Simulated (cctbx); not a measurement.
**Interatomic vectors of Ba3V**

Space group P6_3/mmc (no. 194), a = 8.3670 Å, b = 8.3670 Å, c = 5.9990 Å, α = 90.00°, β = 90.00°, γ = 120.00°, content Ba6 V2.

The data are simulated with cctbx, not measured: Ga Kα, λ = 1.3414 Å, to d = 0.8 Å, 80 % of the full sphere, strongest reflection 40000 counts, noise from counting, a 1.5 % proportional error and a noise floor of 8 counts (s.d.); no absorption.

Patterson synthesis, origin scaled to 1000:

```text
Patterson group P 6/m m m
      u       v       w   height  length (A)
  0.000   0.000   0.000   1000.0     0.00
  0.000   0.500   0.000    694.5     4.18
  0.173   0.346   0.500    383.6     3.91
  0.333   0.667   0.500    342.9     5.69
  0.080   0.160   0.000     25.6     1.16
  0.056   0.112   0.143     24.2     1.18
  0.113   0.557   0.139     22.1     4.34
  0.000   0.066   0.172     21.5     1.17
  0.160   0.580   0.000     20.3     4.34
  0.000   0.135   0.063     17.7     1.19
  0.000   0.000   0.181     15.8     1.08
  0.000   0.249   0.500     15.7     3.65
  0.044   0.449   0.158     15.6     3.71
  0.214   0.427   0.327     12.6     3.66
```

**Question.** Which atom pairs make the peaks, and where is the heaviest atom?

A peak at u stands for all pairs with xi − xj = u, with weight Σ ZiZj against Σ Z² = 19874 at the origin. Peak heights follow these weights only roughly, since form factors, motion and series ripples differ, all vectors within 0.55 Å of a peak are counted as merged into it though the farther ones add only part of their weight, and F(000) is left out, which lowers the whole map:

| u | v | w | shortest length (Å) | height | 1000 ΣZiZj/ΣZ² | pairs in the cell |
| --- | --- | --- | --- | --- | --- | --- |
| 0.000 | 0.500 | 0.000 | 4.18 | 694 | 890 | 4 × Ba–Ba, 4 × Ba–V |
| 0.173 | 0.346 | 0.500 | 3.91 | 384 | 445 | 2 × Ba–Ba, 2 × Ba–V |
| 0.333 | 0.667 | 0.500 | 5.68 | 343 | 500 | 3 × Ba–Ba, 1 × V–V |

The table stops at ten peaks or at a height of 45, below which ripples compete. In the model behind the data Ba, the heaviest element, has 1 independent site: (0.1752, 0.3505, 1/4), up to an allowed shift of origin; the Ba–Ba vectors are differences of these positions and their symmetry mates. The whole model:

| atom | mult. | x | y | z | Ueq (Å²) |
| --- | --- | --- | --- | --- | --- |
| Ba1 | 6 | 0.1752 | 0.3505 | 1/4 | 0.0020 |
| V1 | 2 | 1/3 | 2/3 | 3/4 | 0.0055 |

The model is made up (kin elements in a known structure type, no relaxation), so it says nothing on whether the phase exists.

[Logs are printed without paths, hosts, clocks, repeated set-up lines and the standing remarks that a program may print on its own settings, such as how far it seeks lower states.]
